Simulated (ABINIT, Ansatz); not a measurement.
# Converging GW for CsLiMoO4 (F-43m) in ABINIT

Wanted: a converged G0W0 gap of CsLiMoO4 (F-43m), or an estimate of the limit.

Method: LDA and many-body steps on it, plane waves, in ABINIT 10.8.3.

Report form: the programs' logs are mostly left out.

## (1) The structure

Symmetry: F-43m, No. 216, cubic system. Conventional cell: a = 8.392 Å, b = 8.392 Å, c = 8.392 Å, α = 90.00°, β = 90.00°, γ = 90.00°. Cs has 12 O at 3.49 Å nearest. Nearest to Li lie 4 O at 1.87 Å. Mo has 4 O at 1.76 Å nearest. Nearest to O lie 1 Mo at 1.76 Å and 1 Li at 1.87 Å and 3 Cs at 3.49 Å. Farther neighbours and most contacts between anions are not listed.

The cell and positions are those that the Materials Project relaxed with its own functionals (PBE, PBE+U or r2SCAN), kept fixed. Spin-orbit coupling is left out unless a step names it.

## (2) Empty states on the mesh, 2×2×2 mesh, 291 bands

This step: ABINIT 10.8.3; DFT, LDA, plane waves, norm-conserving pseudopotentials.

The sums over transitions need many empty states on a uniform mesh; this step solves for them.

File run.abi:

```
acell 3*1.0 Angstrom
rprim 
  0.000000000000 4.196030970000 4.196030970000
  4.196030970000 -0.000000000000 4.196030970000
  4.196030970000 4.196030970000 0.000000000000
ntypat 4
znucl 55 3 42 8
natom 7
typat 1 2 3 4 4 4 4
xred 
  0.750000000000 0.750000000000 0.750000000000
  0.500000000000 0.500000000000 0.500000000000
  0.250000000000 0.250000000000 0.250000000000
  0.886367480000 0.371210840000 0.371210840000
  0.371210840000 0.371210840000 0.886367480000
  0.371210840000 0.886367480000 0.371210840000
  0.371210840000 0.371210840000 0.371210840000
pp_dirpath "pseudos"
pseudos "Cs.upf, Li.upf, Mo.upf, O.upf"
ecut 36
ngkpt 2 2 2
nshiftk 1
shiftk 0 0 0
kptopt 1
chksymbreak 0
iscf -2
irdden 1
istwfk *1
nband 291
nbdbuf 26
tolwfr 1e-09
nstep 60
prtvol 0
indata_prefix "in"
outdata_prefix "out"
tmpdata_prefix "tmp"
```

Started as:

```bash
OMP_NUM_THREADS=1 mpirun -n 4 abinit run.abi > log
```

Wall time 3 min (4 MPI ranks of Arm Neoverse V1, shared host); peak memory 0.52 GiB.

This step gave:

- gap: 4.433 eV
- k of the valence top: 0.5, 0, 0
- k of the conduction bottom: 0.5, 0.5, 0
- least direct gap: 4.493 eV
- k points computed: 3
- lowest point of the top converged band, above the valence top: 74.3421 eV

On this mesh the gap is 4.433 eV.

The density comes from a self-consistent run that is not shown.

## (3) Screening, 2×2×2 mesh, 55 bands, screening to 62.6 eV

The RPA dielectric matrix is built and inverted for each q.

This step: RPA screening on LDA, plane waves, norm-conserving pseudopotentials.

run.abi, as its differences from that of step 2:

```diff
@@ -25,10 +25,11 @@
 chksymbreak 0
-iscf -2
-irdden 1
 istwfk *1
-nband 291
-nbdbuf 26
-tolwfr 1e-09
-nstep 60
-prtvol 0
+occopt 1
+irdwfk 1
+optdriver 3
+nband 55
+ecuteps 2.3
+inclvkb 2
+awtr 1
+symchi 1
 indata_prefix "in"
```

The job ended after 12 s (4 MPI ranks; peak memory 1.3 GiB; 48 s of CPU time).

This step gave:

```
ε∞ with local fields, on this mesh, along the program's q direction : 2.398
the same without local fields                                       : 3.175
plasma frequency                                                    : 21.60 eV
plane waves in the screening matrix                                 : 169
```

Local fields lower ε∞ by 24 %. On a Γ-centred mesh this coarse the value itself is usually too large, while a short band sum pulls it down.

## (4) 55 bands, 62.6 eV

The self-energy is evaluated for the states that the input lists, and the levels follow from it, in one-shot runs by the linearised quasiparticle equation.

This step: G0W0 on LDA, plane waves, norm-conserving pseudopotentials.

run.abi, as its differences from that of step 3:

```diff
@@ -28,8 +28,19 @@
 irdwfk 1
-optdriver 3
+optdriver 4
 nband 55
+gwcalctyp 0
+ecutsigx 36
+symsigma 1
+nkptgw 3
+kptgw 
+  0.5000000000 0.0000000000 0.0000000000
+  0.5000000000 0.5000000000 0.0000000000
+  0.0000000000 0.0000000000 0.0000000000
+bdgw 
+  23 27
+  24 27
+  23 28
 ecuteps 2.3
-inclvkb 2
-awtr 1
-symchi 1
+irdscr 1
+ppmodel 1
 indata_prefix "in"
```

Elapsed: 7.5 s, on 4 MPI ranks; peak memory 0.78 GiB.

This step gave:

* G0W0 gap on the points computed: 6.53 eV
* starting gap on the mesh: 4.433 eV
* k of the valence top: 0.5, 0, 0
* k of the conduction bottom: 0, 0, 0
* Z at the valence top: 0.768
* Z at the conduction bottom: 0.886
* least direct G0W0 gap on the computed points: 6.535 eV

The gap on the mesh goes from 4.43 eV to 6.53 eV, a correction of +2.10 eV.

## (5) Screening, 2×2×2 mesh, 122 bands, screening to 114.3 eV

This step: RPA screening on LDA, plane waves, norm-conserving pseudopotentials.

run.abi, as its differences from that of step 4:

```diff
@@ -28,19 +28,8 @@
 irdwfk 1
-optdriver 4
-nband 55
-gwcalctyp 0
-ecutsigx 36
-symsigma 1
-nkptgw 3
-kptgw 
-  0.5000000000 0.0000000000 0.0000000000
-  0.5000000000 0.5000000000 0.0000000000
-  0.0000000000 0.0000000000 0.0000000000
-bdgw 
-  23 27
-  24 27
-  23 28
-ecuteps 2.3
-irdscr 1
-ppmodel 1
+optdriver 3
+nband 122
+ecuteps 4.2
+inclvkb 2
+awtr 1
+symchi 1
 indata_prefix "in"
```

It took 34 s on 4 MPI ranks; peak memory 1.8 GiB.

This step gave:

| Quantity | Value |
| --- | --- |
| ε∞ with local fields, on this mesh, along the program's q direction | 2.483 |
| the same without local fields | 3.316 |
| plasma frequency | 21.60 eV |
| plane waves in the screening matrix | 411 |

## (6) 122 bands, 114.3 eV

This step: G0W0 on LDA, plane waves, norm-conserving pseudopotentials.

run.abi, as its differences from that of step 5:

```diff
@@ -28,8 +28,19 @@
 irdwfk 1
-optdriver 3
+optdriver 4
 nband 122
+gwcalctyp 0
+ecutsigx 36
+symsigma 1
+nkptgw 3
+kptgw 
+  0.5000000000 0.0000000000 0.0000000000
+  0.5000000000 0.5000000000 0.0000000000
+  0.0000000000 0.0000000000 0.0000000000
+bdgw 
+  23 27
+  24 27
+  23 28
 ecuteps 4.2
-inclvkb 2
-awtr 1
-symchi 1
+irdscr 1
+ppmodel 1
 indata_prefix "in"
```

Wall time 21 s (4 MPI ranks); peak memory 1.3 GiB.

This step gave:

| Item | Value |
| --- | --- |
| G0W0 gap on the points computed | 6.157 eV |
| starting gap on the mesh | 4.433 eV |
| k of the valence top | 0.5, 0, 0 |
| k of the conduction bottom | 0, 0, 0 |
| Z at the valence top | 0.775 |
| Z at the conduction bottom | 0.881 |
| least direct G0W0 gap on the computed points | 6.162 eV |

Against G0W0 in ABINIT (2×2×2 mesh, 55 bands, screening to 62.6 eV, Godby-Needs plasmon pole), the gap moves by −0.373 eV.

## (7) Screening, 2×2×2 mesh, 265 bands, screening to 176.9 eV

This step: RPA screening on LDA, plane waves, norm-conserving pseudopotentials.

run.abi, as its differences from that of step 6:

```diff
@@ -28,19 +28,8 @@
 irdwfk 1
-optdriver 4
-nband 122
-gwcalctyp 0
-ecutsigx 36
-symsigma 1
-nkptgw 3
-kptgw 
-  0.5000000000 0.0000000000 0.0000000000
-  0.5000000000 0.5000000000 0.0000000000
-  0.0000000000 0.0000000000 0.0000000000
-bdgw 
-  23 27
-  24 27
-  23 28
-ecuteps 4.2
-irdscr 1
-ppmodel 1
+optdriver 3
+nband 265
+ecuteps 6.5
+inclvkb 2
+awtr 1
+symchi 1
 indata_prefix "in"
```

Elapsed: 94 s, on 4 MPI ranks; peak memory 2.6 GiB; 6.2 min of CPU time.

Numbers from this step:

```yaml
eps_infinity_with_local_fields_on_this_mesh_along_the_program_s_q_direction: 2.485
the_same_without_local_fields: 3.334
plasma_frequency: 21.60 eV
plane_waves_in_the_screening_matrix: 749
```

## (8) 265 bands, 176.9 eV

This step: G0W0 on LDA, plane waves, norm-conserving pseudopotentials.

run.abi, as its differences from that of step 7:

```diff
@@ -28,8 +28,19 @@
 irdwfk 1
-optdriver 3
+optdriver 4
 nband 265
+gwcalctyp 0
+ecutsigx 36
+symsigma 1
+nkptgw 3
+kptgw 
+  0.5000000000 0.0000000000 0.0000000000
+  0.5000000000 0.5000000000 0.0000000000
+  0.0000000000 0.0000000000 0.0000000000
+bdgw 
+  23 27
+  24 27
+  23 28
 ecuteps 6.5
-inclvkb 2
-awtr 1
-symchi 1
+irdscr 1
+ppmodel 1
 indata_prefix "in"
```

Elapsed: 1.7 min, on 4 MPI ranks; peak memory 2.3 GiB; 6.8 min of CPU time.

This step gave:

- G0W0 gap on the points computed: 6.234 eV
- starting gap on the mesh: 4.433 eV
- k of the valence top: 0.5, 0, 0
- k of the conduction bottom: 0, 0, 0
- least direct G0W0 gap on the computed points: 6.239 eV

Against G0W0 in ABINIT (2×2×2 mesh, 122 bands, screening to 114.3 eV, Godby-Needs plasmon pole), the gap moves by +0.077 eV.

## (9) Side by side

Times are wall times on 4 MPI ranks of Arm Neoverse V1, shared host, good to a factor of about two. A run's time includes the screening step that it read.

```tsv
run	mesh	bands	screening cutoff (eV)	DFT gap (eV)	gap on the mesh (eV)	direct (eV)	ε∞ used	time
55 bands, 62.6 eV	2×2×2	55	62.6	4.433	6.530	6.535	2.40	20 s
122 bands, 114.3 eV	2×2×2	122	114.3	4.433	6.157	6.162	2.48	55 s
265 bands, 176.9 eV	2×2×2	265	176.9	4.433	6.234	6.239	2.49	3.3 min
```

## (10) Summary of results

```json
{
  "55 bands, 62.6 eV": "6.530 eV",
  "122 bands, 114.3 eV": "6.157 eV",
  "265 bands, 176.9 eV": "6.234 eV",
  "known limits": "not at the basis limit; no spin-orbit coupling; coarse k mesh"
}
```

What this shows: From the first rung to the last the gap moves by −0.30 eV for 9.9 times the time. The gap turns back along the series, so no limit is drawn from it. The 2×2×2 mesh is coarse for this cell, which bears on the long-range parts of exchange and screening. The many-body steps are scalar-relativistic: spin-orbit coupling is not in them.

[Paths, hosts, dates, memory and timing lines, banners, echoed tables and standing remarks are left out of the program output.]

[Logs are printed without paths, hosts, clocks, repeated set-up lines and the standing remarks that a program may print on its own settings, such as how far it seeks lower states.]

[Runs of the session that timed out or met a known fault of the program may be left out.]

[Hosts, paths, dates, database ids (printed as entryN), source tags and the programs' standing remarks are cut or masked in the printed files.]

[G0W0 gaps are taken among the corrected bands and points alone; a level outside them can change the order at an edge.]

[Where Ansatz stands beside ABINIT at settings called matched, ABINIT's density can come from a denser mesh and the files from another edition; pairs whose starting gaps differed by over 0.03 eV were left out, so agreement reads better than it is.]
